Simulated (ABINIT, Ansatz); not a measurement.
# CaAgH3 (Pm-3m): zone-centre phonons, part 2 of 4

Wanted: the vibrations of CaAgH3 (Pm-3m) at Γ, by two programs.

ABINIT 10.8.3; DFT LDA, scalar-relativistic, plane waves, PseudoDojo norm-conserving pseudopotentials.

So far. Step 2 (Relaxation): Little changed from the start: no atom moved by 0.005 Å and no cell edge by 0.1 %. The relaxed cell has a = 4.006 Å (conventional setting).

The structure was built from a prototype and need not be the compound's stable phase.

## 4. Linear response at Γ

At q = 0 one unit cell holds all displacements. The response is solved for single atoms along the cell's directions, and symmetry skips those that follow from others. The crystal is treated as a metal, which screens a static field, so no field response is asked.

File dfpt_gamma.abi:

```

# common to the responses
getwfk_filepath "gso_WFK"
kptopt 2
nqpt 1
qpt 0.0 0.0 0.0
asr 0
chneut 0

# displacements
rfphon 1
rfatpol 1 5
rfdir 1 1 1
tolvrs 1.0d-10
prtwf 0

# basis, mesh and filling
ecut 39.0
ngkpt 6 6 6
nshiftk 1
shiftk 0.0 0.0 0.0
istwfk *1
occopt 7
tsmear 0.001
nband 24
nstep 100
diemac 9.0
prtebands 0
prtgsr 0
useylm 1

# cell and atoms
acell 3*1.0 Angstrom
rprim 
    4.005559506 0.0 0.0
    0.0 4.005559506 0.0
    0.0 0.0 4.005559506
ntypat 3
znucl 47 20 1
natom 5
typat 1 2 3 3 3
xred 
    0.0 0.0 0.0
    0.5 0.5 0.5
    0.5 0.5 0.0
    0.5 0.0 0.5
    0.0 0.5 0.5
pp_dirpath "./pseudo"
pseudos "Ag.upf, Ca.upf, H.upf"
```

On the command line:

```sh
$ OMP_NUM_THREADS=1 mpirun -n 4 abinit dfpt_gamma.abi > dfpt_gamma.log
```

Numbers of over 12 decimals in the logs are rounded to 6 here.

dfpt_gamma.abo, the main output file:

```text
[banners, grids, parts of the stress and lines that vanish by symmetry left out]
- input  file    -> dfpt_gamma.abi
- output file    -> dfpt_gamma.abo
- root for input  files -> dfpt_gammai
- root for output files -> dfpt_gammao

 Symmetries : space group Pm -3 m (#221); Bravais cP (primitive cubic)
================================================================================
 Values of the parameters that define the memory need of the present run (RF).
     intxc =       0      iscf =       7    lmnmax =      18     lnmax =       6
     mgfft =      45  mpssoang =       3    mqgrid =    3001     natom =       5
  nloc_mem =       1    nspden =       1   nspinor =       1    nsppol =       1
      nsym =      48    n1xccc =    2501    ntypat =       3    occopt =       7
   xclevel =       1
-    mband =          24        mffmem =           1         mkmem =          28
-   mkqmem =          28        mk1mem =          28           mpw =        5061
      nfft =       91125          nkpt =         112
- my_mband =          24
================================================================================
================================================================================

--------------------------------------------------------------------------------
------------- Echo of variables that govern the present computation ------------
--------------------------------------------------------------------------------
-
- outvars: echo of selected default values
-   iomode0 =  0 , fftalg0 =312 , wfoptalg0 =  0
-
- outvars: echo of global parameters not present in the input file
-  max_nthreads =    1
-
 -outvars: echo values of preprocessed input variables
 [... echo left out ...]
================================================================================

 chkinp: Checking input parameters for consistency.

[...]
== DATASET  1 ==================================================================
-   mpi_nproc: 4, omp_nthreads: 1 (-1 if OMP is not activated)

--- !DatasetInfo
iteration_state: {dtset: 1, }
dimensions: {natom: 5, nkpt: 112, mband: 24, nsppol: 1, nspinor: 1, nspden: 1, mpw: 5061, }
cutoff_energies: {ecut:  39.0, pawecutdg:  -1.0, }
electrons: {nelect:   3.20000000E+01, charge:   0.00000000E+00, occopt:   7.00000000E+00, tsmear:   1.00000000E-03, }
meta: {optdriver: 1, rfphon: 1, }
...

 mkfilename: getwfk from: gso_WFK

 Real(R)+Recip(G) space primitive vectors, cartesian coordinates (Bohr,Bohr^-1):
 R(1)=  7.5694104  0.0000000  0.0000000  G(1)=  0.1321107  0.0000000  0.0000000
 R(2)=  0.0000000  7.5694104  0.0000000  G(2)=  0.0000000  0.1321107  0.0000000
 R(3)=  0.0000000  0.0000000  7.5694104  G(3)=  0.0000000  0.0000000  0.1321107
 Unit cell volume ucvol=  4.3369675E+02 bohr^3
 Angles (23,13,12)=  9.00000000E+01  9.00000000E+01  9.00000000E+01 degrees
 setup1 : take into account q-point for computing boxcut.

 getcut: wavevector=  0.0000  0.0000  0.0000  ngfft=  45  45  45
         ecut(hartree)=     39.000   => boxcut(ratio)=   2.06773

--- Pseudopotential description ------------------------------------------------
- pspini: atom type   1  psp file is ./pseudo/Ag.upf

- pspini: atom type   2  psp file is ./pseudo/Ca.upf

- pspini: atom type   3  psp file is ./pseudo/H.upf

   1.32252667E+03                                ecore*ucvol(ha*bohr**3)
--------------------------------------------------------------------------------

 ==>  initialize data related to q vector <==

 The list of irreducible perturbations for this q vector is:
    1)    idir= 1    ipert=   1
    2)    idir= 1    ipert=   2
    3)    idir= 1    ipert=   3
    4)    idir= 3    ipert=   3

[...]
The perturbation idir=   2  ipert=   1 is
 symmetric of a previously calculated perturbation.
 So, its SCF calculation is not needed.

 The perturbation idir=   3  ipert=   1 is
 symmetric of a previously calculated perturbation.
 So, its SCF calculation is not needed.

 The perturbation idir=   2  ipert=   2 is
 symmetric of a previously calculated perturbation.
 So, its SCF calculation is not needed.

 The perturbation idir=   3  ipert=   2 is
 symmetric of a previously calculated perturbation.
 So, its SCF calculation is not needed.

[...]
The perturbation idir=   2  ipert=   5 is
 symmetric of a previously calculated perturbation.
 So, its SCF calculation is not needed.

 The perturbation idir=   3  ipert=   5 is
 symmetric of a previously calculated perturbation.
 So, its SCF calculation is not needed.

--------------------------------------------------------------------------------
 Perturbation wavevector (in red.coord.)   0.000000  0.000000  0.000000
 Perturbation : displacement of atom   1   along direction   1
 Found     8 symmetries that leave the perturbation invariant.

[...]
dfpt_looppert : total number of electrons, from k and k+q
  fully or partially occupied states are    3.200000E+01 and    3.200000E+01.
 Initialisation of the first-order wave-functions :
  ireadwf=   0

--- !BeginCycle
iteration_state: {dtset: 1, }
solver: {iscf: 7, nstep: 100, nline: 4, wfoptalg: 0, }
tolerances: {tolvrs: 1.00E-10, }
...

     iter   2DEtotal(Ha)        deltaE(Ha) residm    vres2
-ETOT  1   3.305938     -1.272E+04 5.734E+01 2.415E+02
 ETOT  2 -0.618803     -3.925E+00 9.230E-02 4.951E+02
 ETOT  3 -0.748783     -1.300E-01 6.755E-03 1.068E+02
 ETOT  4 -0.778865     -3.008E-02 1.975E-03 1.585E+00
 ETOT  5 -0.779205     -3.400E-04 4.100E-04 7.194E-02
[...]
At SCF step   11       vres2   =  2.57E-11 < tolvrs=  1.00E-10 =>converged.
[...]
Mean square residual over all n,k,spin=   83.995E-11; max=  40.238E-08

 Thirteen components of 2nd-order total energy (hartree) are
 1,2,3: 0th-order hamiltonian combined with 1st-order wavefunctions
     kin0=   1.38609386E+04 eigvalue=   7.85411157E+02  local=  -8.07375557E+03
 4,5,6: 1st-order hamiltonian combined with 1st and 0th-order wfs
 loc psp =  -1.43623939E+04  Hartree=   4.37334552E+03     xc=  -5.81378409E+02
 note that "loc psp" includes a xc core correction that could be resolved
 7,8,9: eventually, occupation + non-local contributions
    edocc=   1.25879459E+02     enl0=   2.23201954E+03   enl1=  -1.10825266E+04
 1-9 gives the relaxation energy (to be shifted if some occ is /=2.0)
   erelax=  -1.27224603E+04
 10,11,12 Non-relaxation  contributions : frozen-wavefunctions and Ewald
 fr.local=   7.14800411E+03 fr.nonlo=   5.54837873E+03  Ewald=   1.36685834E+02
 13,14 Frozen wf xc core corrections (1) and (2)
 frxc 1  =  -1.14090371E+03  frxc 2 =   1.02951607E+03
 Resulting in :
 2DEtotal=   -0.7792272212E+00 Ha. Also 2DEtotal=   -0.212038528891E+02 eV
    (2DErelax=   -1.2722460260E+04 Ha. 2DEnonrelax=    1.2721681033E+04 Ha)
    (  non-var. 2DEtotal :   -7.7922938619E-01 Ha)

[...]
Perturbation wavevector (in red.coord.)   0.000000  0.000000  0.000000
 Perturbation : displacement of atom   2   along direction   1
 Found     8 symmetries that leave the perturbation invariant.

[...]
dfpt_looppert : total number of electrons, from k and k+q
  fully or partially occupied states are    3.200000E+01 and    3.200000E+01.
 Initialisation of the first-order wave-functions :
  ireadwf=   0

--- !BeginCycle
iteration_state: {dtset: 1, }
solver: {iscf: 7, nstep: 100, nline: 4, wfoptalg: 0, }
tolerances: {tolvrs: 1.00E-10, }
...

     iter   2DEtotal(Ha)        deltaE(Ha) residm    vres2
-ETOT  1   8.296223     -2.591E+03 1.163E+01 1.319E+03
[...]
At SCF step   11       vres2   =  1.63E-12 < tolvrs=  1.00E-10 =>converged.
[...]
Mean square residual over all n,k,spin=   72.221E-10; max=  19.926E-07

 Thirteen components of 2nd-order total energy (hartree) are
 1,2,3: 0th-order hamiltonian combined with 1st-order wavefunctions
     kin0=   1.76265526E+03 eigvalue=   2.38563054E+02  local=  -1.43117060E+03
 4,5,6: 1st-order hamiltonian combined with 1st and 0th-order wfs
 loc psp =  -2.88695096E+03  Hartree=   7.35561523E+02     xc=  -1.57215415E+02
 note that "loc psp" includes a xc core correction that could be resolved
 7,8,9: eventually, occupation + non-local contributions
    edocc=   3.33266502E+02     enl0=   1.11126938E+03   enl1=  -2.29890844E+03
 1-9 gives the relaxation energy (to be shifted if some occ is /=2.0)
   erelax=  -2.59292970E+03
 10,11,12 Non-relaxation  contributions : frozen-wavefunctions and Ewald
 fr.local=   1.35320506E+03 fr.nonlo=   1.15262686E+03  Ewald=   1.21744468E+02
 13,14 Frozen wf xc core corrections (1) and (2)
 frxc 1  =  -2.21111392E+02  frxc 2 =   1.92933470E+02
 Resulting in :
 2DEtotal=    0.6468761684E+01 Ha. Also 2DEtotal=    0.176023972717E+03 eV
    (2DErelax=   -2.5929297029E+03 Ha. 2DEnonrelax=    2.5993984645E+03 Ha)
    (  non-var. 2DEtotal :    6.4687619529E+00 Ha)

[...]
Perturbation wavevector (in red.coord.)   0.000000  0.000000  0.000000
 Perturbation : displacement of atom   3   along direction   1
 Found     4 symmetries that leave the perturbation invariant.

[...]
dfpt_looppert : total number of electrons, from k and k+q
  fully or partially occupied states are    3.200000E+01 and    3.200000E+01.
 Initialisation of the first-order wave-functions :
  ireadwf=   0

--- !BeginCycle
iteration_state: {dtset: 1, }
solver: {iscf: 7, nstep: 100, nline: 4, wfoptalg: 0, }
tolerances: {tolvrs: 1.00E-10, }
...

     iter   2DEtotal(Ha)        deltaE(Ha) residm    vres2
-ETOT  1 -0.405837     -5.699E+01 5.553E-01 2.037E+03
[...]
At SCF step   11       vres2   =  2.16E-12 < tolvrs=  1.00E-10 =>converged.
[...]
Mean square residual over all n,k,spin=   17.183E-11; max=  19.281E-08

 Thirteen components of 2nd-order total energy (hartree) are
 1,2,3: 0th-order hamiltonian combined with 1st-order wavefunctions
     kin0=   6.26286454E+01 eigvalue=  -1.29277344E+00  local=  -1.31434161E+01
 4,5,6: 1st-order hamiltonian combined with 1st and 0th-order wfs
 loc psp =  -8.29960746E+01  Hartree=   1.39811983E+01     xc=  -8.13674352E+00
 note that "loc psp" includes a xc core correction that could be resolved
 7,8,9: eventually, occupation + non-local contributions
    edocc=   4.37033159E+00     enl0=  -9.97324819E-01   enl1=  -3.18237604E+01
 1-9 gives the relaxation energy (to be shifted if some occ is /=2.0)
   erelax=  -5.74099175E+01
 10,11,12 Non-relaxation  contributions : frozen-wavefunctions and Ewald
 fr.local=   3.29118749E+01 fr.nonlo=   1.60813446E+01  Ewald=   7.59000648E+00
 13,14 Frozen wf xc core corrections (1) and (2)
 frxc 1  =   0.00000000E+00  frxc 2 =   0.00000000E+00
 Resulting in :
 2DEtotal=   -0.8266914382E+00 Ha. Also 2DEtotal=   -0.224954200319E+02 eV
    (2DErelax=   -5.7409917494E+01 Ha. 2DEnonrelax=    5.6583226055E+01 Ha)
    (  non-var. 2DEtotal :   -8.2669143927E-01 Ha)

[...]
Perturbation wavevector (in red.coord.)   0.000000  0.000000  0.000000
 Perturbation : displacement of atom   3   along direction   3
 Found     8 symmetries that leave the perturbation invariant.

--------------------------------------------------------------------------------

--------------------------------------------------------------------------------

 dfpt_looppert : total number of electrons, from k and k+q
  fully or partially occupied states are    3.200000E+01 and    3.200000E+01.
 Initialisation of the first-order wave-functions :
  ireadwf=   0

--- !BeginCycle
iteration_state: {dtset: 1, }
solver: {iscf: 7, nstep: 100, nline: 4, wfoptalg: 0, }
tolerances: {tolvrs: 1.00E-10, }
...

     iter   2DEtotal(Ha)        deltaE(Ha) residm    vres2
-ETOT  1   6.463745     -5.740E+01 2.757E-01 1.185E+03
[...]
ETOT  9   6.201658     -4.886E-10 2.117E-06 8.505E-09
 ETOT 10   6.201658     -9.656E-12 4.864E-07 3.903E-11

 At SCF step   10       vres2   =  3.90E-11 < tolvrs=  1.00E-10 =>converged.
[...]
Mean square residual over all n,k,spin=   15.473E-10; max=  48.635E-08

 Thirteen components of 2nd-order total energy (hartree) are
 1,2,3: 0th-order hamiltonian combined with 1st-order wavefunctions
     kin0=   6.74227464E+01 eigvalue=  -1.27352772E+00  local=  -1.75933891E+01
 4,5,6: 1st-order hamiltonian combined with 1st and 0th-order wfs
 loc psp =  -8.32264907E+01  Hartree=   1.32164896E+01     xc=  -7.70593751E+00
 note that "loc psp" includes a xc core correction that could be resolved
 7,8,9: eventually, occupation + non-local contributions
    edocc=   4.79144601E+00     enl0=  -1.19102030E+00   enl1=  -3.21071243E+01
 1-9 gives the relaxation energy (to be shifted if some occ is /=2.0)
   erelax=  -5.76668077E+01
 10,11,12 Non-relaxation  contributions : frozen-wavefunctions and Ewald
 fr.local=   1.20864571E+01 fr.nonlo=   1.54973145E+01  Ewald=   3.62846938E+01
 13,14 Frozen wf xc core corrections (1) and (2)
 frxc 1  =   0.00000000E+00  frxc 2 =   0.00000000E+00
 Resulting in :
 2DEtotal=    0.6201657828E+01 Ha. Also 2DEtotal=    0.168755706526E+03 eV
    (2DErelax=   -5.7666807653E+01 Ha. 2DEnonrelax=    6.3868465481E+01 Ha)
    (  non-var. 2DEtotal :    6.2016579725E+00 Ha)

[...]
---- first-order wavefunction calculations are completed ----

 ==> Compute Derivative Database <==

 [... matrices left out ...]
  Phonon wavevector (reduced coordinates) :  0.00000  0.00000  0.00000
 Phonon energies in Hartree :
  -2.838683E-03 -2.838683E-03 -2.838683E-03 -2.792479E-03 -2.792479E-03
  -2.792479E-03 -2.444301E-05 -2.444301E-05 -2.444301E-05  4.950161E-04
   4.950161E-04  4.950161E-04  7.764806E-03  7.764806E-03  7.764806E-03
 Phonon frequencies in cm-1    :
- -6.230190E+02 -6.230190E+02 -6.230190E+02 -6.128784E+02 -6.128784E+02
- -6.128784E+02 -5.364621E+00 -5.364621E+00 -5.364621E+00  1.086435E+02
-  1.086435E+02  1.086435E+02  1.704178E+03  1.704178E+03  1.704178E+03

== END DATASET(S) ==============================================================
================================================================================

 -outvars: echo values of variables after computation
            acell      1.8897261259E+00  1.8897261259E+00  1.8897261259E+00 Bohr
           etotal      6.2016578281E+00
            fcart      0.0000000000E+00  0.0000000000E+00  0.0000000000E+00
           strten      0.0000000000E+00  0.0000000000E+00  0.0000000000E+00
================================================================================
```

Run time: 3.7 min. Hardware: 4 MPI ranks of Arm Neoverse V1, shared host; 15 min of CPU time.

Numbers from this step:

```yaml
largest_acoustic_frequency_at_the_zone_centre_before_the_sum_rule: -5.36 cm⁻¹
highest_optical_zone_centre_mode_no_lo_to_term: 1704 cm⁻¹
lowest_optical_zone_centre_mode: -623.0 cm⁻¹
```

The acoustic modes at Γ come out as far as 5.4 cm⁻¹ from zero, where they should vanish, a small numerical error. The lowest optical mode is imaginary, 623i cm⁻¹, an instability at this level and on this k mesh.

(Part 2 of 4 ends here.)

[Host names and launcher messages were left out of these logs when they were recorded.]

[Logs are printed without paths, hosts, clocks, repeated set-up lines and the standing remarks that a program may print on its own settings, such as how far it seeks lower states.]

[Hosts, paths, dates, database ids (printed as entryN), source tags and the programs' standing remarks are cut or masked in the printed files.]
